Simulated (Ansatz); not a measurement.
# Work function of Sr(100): what the settings cost and change, part 2 of 2

Aim: the work function of Sr(100) across levels of theory at one geometry.

Ansatz 0.2.0; plane-wave DFT, PBE, Ansatz PAW (the session's first sound run).

So far, work function, upper face (eV): step 2 (slab, setting PBE, Ansatz PAW (420 eV)) 2.55; step 5 (RPBE) 2.47; step 6 (r2SCAN) 2.56; step 7 (PBE JTH) 2.55; step 8 (PBE norm-conserving) 2.55.

## 9. Run

This step: plane-wave DFT, LDA, norm-conserving (Ansatz 0.2.0).

Input file input.yaml:

```yaml
crystal:
  lattice:
    - [4.2992092296, 0.0, 0.0]
    - [0.0, 4.2992092296, 0.0]
    - [0.0, 0.0, 36.24]
  atoms:
    - { symbol: Sr, position: [0.0, 0.0, 0.2483443709] }
    - { symbol: Sr, position: [0.5, 0.5, 0.3322295806] }
    - { symbol: Sr, position: [0.0, 0.0, 0.4161147903] }
    - { symbol: Sr, position: [0.5, 0.5, 0.5] }
    - { symbol: Sr, position: [0.0, 0.0, 0.5838852097] }
    - { symbol: Sr, position: [0.5, 0.5, 0.6677704194] }
    - { symbol: Sr, position: [0.0, 0.0, 0.7516556291] }
kpoints:
  mp_grid: { grid: [10, 10, 1] }
hamiltonian:
  xc: lda
  pseudopotentials: { kind: nc }
scf:
  occupations: { method: fermi_dirac, width: 0.1 }
  convergence: { dr2_threshold: 1.0e-09 }
efield:
  axis: 3
  dipole_correction: true
  ramp_position: 0.97
  ramp_width: 0.06
output:
  write_potential: true
  write_density: true
  volumetric_format: npy
```

Started as:

```bash
$ ansatz run input.yaml --threads 2 --pin off --max-ram 3072MiB --backend cpu --events-out ev --progress --plain --runs-dir out
```

Log:

```text
[...]
Crystal: 7 atoms, lattice volume = 669.831 Å³
Basis set: ecut = 925.187132 eV, 42831 PW (Γ)
Bands: 42, of which v1, the nominal top of the filled ones, is band 35 counted from 1 (34 counted from 0)
Symmetry: 8 space group operations
k-points: 21 of 100
[...]
k-point 0: bands = [... 31 lower, -0.6651, -0.0653, 0.5272, 0.9755, 2.1340, 2.2235, 2.2256, 2.2352, ... 10 higher]
  k-point 1: bands = [... 31 lower, -0.5725, 0.0236, 0.6159, 1.0686, 2.1466, 2.2385, 2.2613, 2.2672, ... 10 higher]
  k-point 2: bands = [... 31 lower, -0.3109, 0.2692, 0.8573, 1.3262, 2.0836, 2.1727, 2.3495, 2.3542, ... 10 higher]
  k-point 20: bands = [... 31 lower, 1.4362, 1.6661, 1.7090, 1.8419, 2.1140, 2.1140, 2.1604, 2.1604, ... 10 higher]
[key lines of the parts left out:]
SCF converged after 12 iterations
Free energy (F): -6526.679542 eV
Fermi energy:    1.763901 eV
Dipole field:    D = 0.000000 V/Å  (p = 0.000001 e·Å, saw-weighted, corrected)
Work function:   Φ+ = 2.6808 eV   Φ− = 2.6808 eV
```

Run time: 3.1 min. Hardware: 2 threads of Intel Xeon 6975P-C (Granite Rapids), shared host; peak memory 2.1 GiB.

The work function is 2.681 eV, +0.130 eV from the run “PBE, Ansatz PAW (420 eV)”, at 3.1 times its CPU time.

## 10. Run, setting PBE, all layers relaxed

This step: plane-wave DFT, PBE, Ansatz PAW (Ansatz 0.2.0).

input.yaml: that of step 9 with these lines changed.

```diff
@@ -16,4 +16,3 @@
 hamiltonian:
-  xc: lda
-  pseudopotentials: { kind: nc }
+  xc: pbe
 scf:
@@ -26,2 +25,5 @@
   ramp_width: 0.06
+relax:
+  f_tol: 0.01
+  max_steps: 40
 output:
```

Log:

```text
[...]
Crystal: 7 atoms, lattice volume = 669.831 Å³
Basis set: ecut = 420 eV, 13033 PW (Γ), exchange–correlation on 60×60×486 points (8 copies of the dense FFT grid, shifted against one another)
Bands: 42, of which v1, the nominal top of the filled ones, is band 35 counted from 1 (34 counted from 0)
Symmetry: 8 space group operations
k-points: 21 of 100
[...]
atoms:
    - { symbol: Sr, position: [0, 0.0, 0.254064] }
    - { symbol: Sr, position: [0.500000, 0.500000, 0.334931] }
    - { symbol: Sr, position: [0, 0.0, 0.417318] }
    - { symbol: Sr, position: [0.500000, 0.500000, 0.500000] }
    - { symbol: Sr, position: [0, 0.0, 0.582682] }
    - { symbol: Sr, position: [0.500000, 0.500000, 0.665069] }
    - { symbol: Sr, position: [0, 0.0, 0.745936] }
[key lines of the parts left out:]
SCF converged after 9 iterations
Free energy (F): -24808.906265 eV
Fermi energy:    1.896619 eV
Dipole field:    D = 0.000000 V/Å  (p = 0.000000 e·Å, saw-weighted, corrected)
Work function:   Φ+ = 2.5377 eV   Φ− = 2.5376 eV
```

Run time: 2 min. Hardware: 2 threads; peak memory 1 GiB; 3.9 min of CPU time.

The relaxation took 3 steps and lowered the energy by 0.011 eV; the largest force on the free atoms ends at 0.0034 eV/Å.

The work function is 2.538 eV, -0.013 eV from the run “PBE, Ansatz PAW (420 eV)”, at 2.0 times its CPU time.

## 11. Slab

This step: plane-wave DFT, PBE, fully relativistic PAW with spin-orbit coupling (Ansatz 0.2.0).

input.yaml: that of step 10 with these lines changed.

```diff
@@ -17,2 +17,3 @@
   xc: pbe
+  pseudopotentials: { kind: paw_fr }
 scf:
@@ -25,5 +26,5 @@
   ramp_width: 0.06
-relax:
-  f_tol: 0.01
-  max_steps: 40
+magnetization:
+  noncollinear: true
+  spin_orbit: true
 output:
```

Log:

```text
[...]
non-collinear run that drives no moment, with spin-orbit: no starting moment large enough to seed its density (crystal.atoms[].spin), no starting occupations that ask for one, no magnetisation constraint and no magnetic field, so the semilocal B_xc is pinned to zero
Crystal: 7 atoms, lattice volume = 669.831 Å³
[...]
k-point 1: bands = [... 66 lower, 0.7683, 0.7683, 1.2227, 1.2227, 2.3315, 2.3315, 2.3954, 2.3954, ... 24 higher]
  k-point 2: bands = [... 66 lower, 1.0101, 1.0101, 1.4770, 1.4770, 2.2510, 2.2510, 2.3428, 2.3428, ... 24 higher]
  k-point 20: bands = [... 66 lower, 1.8542, 1.8542, 1.9801, 1.9801, 2.2974, 2.2974, 2.3025, 2.3025, ... 24 higher]
[key lines of the parts left out:]
SCF converged after 15 iterations
Magnetization: |M| = 0.0000 μB,  M = (+0.0000, +0.0000, +0.0000) μB
Free energy (F): -24813.173917 eV
Fermi energy:    1.898514 eV
Dipole field:    D = -0.000000 V/Å  (p = -0.000000 e·Å, saw-weighted, corrected)
Work function:   Φ+ = 2.5518 eV   Φ− = 2.5518 eV
```

It took 6 min on 2 threads; peak memory 2.7 GiB; 12 min of CPU time.

The work function is 2.552 eV, +0.001 eV from the run “PBE, Ansatz PAW (420 eV)”, at 6.0 times its CPU time.

## 12. Comparing the runs

Times are for 2 threads of Intel Xeon 6975P-C (Granite Rapids), shared host. Results by setting:

```tsv
no.	setting	work function, upper face (eV)	time	memory (GiB)
1	PBE, Ansatz PAW (420 eV)	2.551	61 s	1.2
2	LDA, Ansatz PAW (420 eV)	2.680	47 s	1.1
3	PBEsol, Ansatz PAW (420 eV)	2.589	66 s	1.2
4	RPBE, Ansatz PAW (420 eV)	2.471	70 s	1.2
5	r2SCAN, Ansatz PAW (500 eV)	2.561	2.2 min	2.2
6	PBE, JTH PAW (690 eV)	2.554	2.5 min	2.1
7	PBE, norm-conserving (925 eV)	2.551	3 min	2.1
8	LDA, norm-conserving (925 eV)	2.681	3.1 min	2.1
9	PBE, all layers relaxed	2.538	2 min	1.0
10	PBE with spin-orbit coupling (420 eV)	2.552	6 min	2.7
```

## 13. A changed input

This step: plane-wave DFT, PBE, Ansatz PAW (Ansatz 0.2.0).

An input spoilt on purpose, to show how the run answers: it repeats the earlier run “PBE, Ansatz PAW (420 eV)” with efield.amplitude to 1.5, and scf.max_iter set to 80; its output block differs too.

input.yaml: that of step 11 with these lines changed.

```diff
@@ -17,3 +17,2 @@
   xc: pbe
-  pseudopotentials: { kind: paw_fr }
 scf:
@@ -21,2 +20,3 @@
   convergence: { dr2_threshold: 1.0e-09 }
+  max_iter: 80
 efield:
@@ -26,5 +26,3 @@
   ramp_width: 0.06
-magnetization:
-  noncollinear: true
-  spin_orbit: true
+  amplitude: 1.5
 output:
```

Log:

```text
[...]
Crystal: 7 atoms, lattice volume = 669.831 Å³
Basis set: ecut = 420 eV, 13033 PW (Γ)
Bands: 42, of which v1, the nominal top of the filled ones, is band 35 counted from 1 (34 counted from 0)
Symmetry: 8 space group operations
k-points: 21 of 100
[...]
SCF iter   1: F=—  HF=-24817.110485 eV  |F-HF|=—  |Δ(HF+E_count)|=         —  Δρ=1.56e-2  dr2=2.80e2  ethr=3.10e-3  p=3.965 e·Å  D=1.07e0 V/Å  ΔV_dip=-38.82 eV  dr2_dipole=1.96e2  V_vac-E_F(+/−)=12.63/5.21 eV  ⟨swp⟩=18.2  Hψ=14635  notcnv=0
[...]
SCF iter  25: F=-24811.647791 eV  HF=-24811.647791 eV  |F-HF|=2.11e-10  |Δ(HF+E_count)|=   3.15e-9  Δρ=2.42e-7  dr2=4.16e-10  ethr=1.43e-12  p=3.712 e·Å  D=1.00e0 V/Å  ΔV_dip=-36.34 eV  dr2_dipole=7.54e-11  V_vac-E_F(+/−)=10.29/0.68 eV  ⟨swp⟩=22.3  Hψ=7735  notcnv=0
WARN: efield: at this solve's end the planar-averaged density reaches 1.49e-3 e/Å³ inside the ramp window [0.9424, 0.1090] (bound 1e-5 e/Å³); the window's nearer edge stands 5.05 Å from this solve's nearest atom along the axis. Its free energy, forces, stress, dipole, levels and responses can be off, and this figure does not tell by how much. The cell may have no vacuum along `efield.axis`. A short vacuum, a low `basis.ecutwfc` or `basis.ecutrho_ratio` and negative occupations (`scf.occupations.method`) can put density there. See the manual's quickstart, § The vacuum guard
SCF 1 converged in 25 iterations: F = -24811.647791 eV  dr2 = 4.16e-10
[...]
SCF converged after 25 iterations
Free energy (F): -24811.647791 eV
[...]
Internal energy: -24811.332699 eV  (E = F + TS)
E sigma→0 (E₀):  -24811.490245 eV
Entropy (-TS):   -0.315091 eV (-45.013 meV/atom)
Fermi energy:    1.421032 eV
Dipole field:    D = 1.002701 V/Å  (p = 3.711719 e·Å, saw-weighted, corrected)
Work function:   not extracted (applied field tilts the vacuum); planar V_es + V_field profile in the machine report
[...]
Vacuum region:   at the solve's end the planar-averaged density reaches 1.49e-3 e/Å³ inside the ramp window [0.9424, 0.1090] (bound 1e-5 e/Å³)
[...]
--- Band table (eV; the first three rows and the last of 21) ---
  k-point 0: bands = [... 31 lower, -0.9524, -0.3531, 0.2313, 0.6652, 1.2889, 1.8517, 1.9630, 2.1551, ... 10 higher]
  k-point 1: bands = [... 31 lower, -0.8603, -0.2643, 0.3198, 0.7572, 1.3596, 1.8629, 1.9686, 2.1515, ... 10 higher]
  k-point 2: bands = [... 31 lower, -0.5990, -0.0173, 0.5635, 1.0138, 1.5553, 1.8069, 1.8877, 2.0568, ... 10 higher]
  k-point 20: bands = [... 31 lower, 1.1269, 1.3622, 1.3843, 1.5174, 1.8261, 1.8261, 1.8713, 1.8713, ... 10 higher]
```

Wall time 77 s (2 threads); peak memory 1.2 GiB; 2.5 min of CPU time.

In so strong a field the program warns of density in the ramp of the sawtooth; these numbers are not the system's.

## 14. Summary of results

```json
{
 "work function, PBE, Ansatz PAW (420 eV)": "2.551 eV",
 "work function, LDA, Ansatz PAW (420 eV)": "2.680 eV",
 "work function, RPBE, Ansatz PAW (420 eV)": "2.471 eV",
 "work function, r2SCAN, Ansatz PAW (500 eV)": "2.561 eV",
 "work function, LDA, norm-conserving (925 eV)": "2.681 eV",
 "work function, PBE, all layers relaxed": "2.538 eV",
 "work function, PBE with spin-orbit coupling (420 eV)": "2.552 eV"
}
```

In words: PBE on the default files gives 2.55 eV, and the settings tried spread the value from 2.47 to 2.68 eV. At one geometry LDA lies 0.13 eV above PBE. The choice of pseudopotentials moves the PBE value by 0.003 eV. Relaxing the layers changes it by -0.013 eV. Spin-orbit coupling, on the fully relativistic files, changes it by +0.00 eV. The ladder's slabs use the tabulated experimental lattice constant (two decimals; a low-temperature value for the alkali metals).

[Long decimals in the printed logs are rounded to 6 places.]

[Logs are printed without paths, hosts, clocks, repeated set-up lines and the standing remarks that a program may print on its own settings, such as how far it seeks lower states.]

[Hosts, paths, dates, database ids (printed as entryN), source tags and the programs' standing remarks are cut or masked in the printed files.]

[Maps of the electrostatic potential energy from Ansatz leave out the sawtooth potential of an applied field or a dipole correction, so their vacuum need not be flat; planar profiles and work functions include it.]
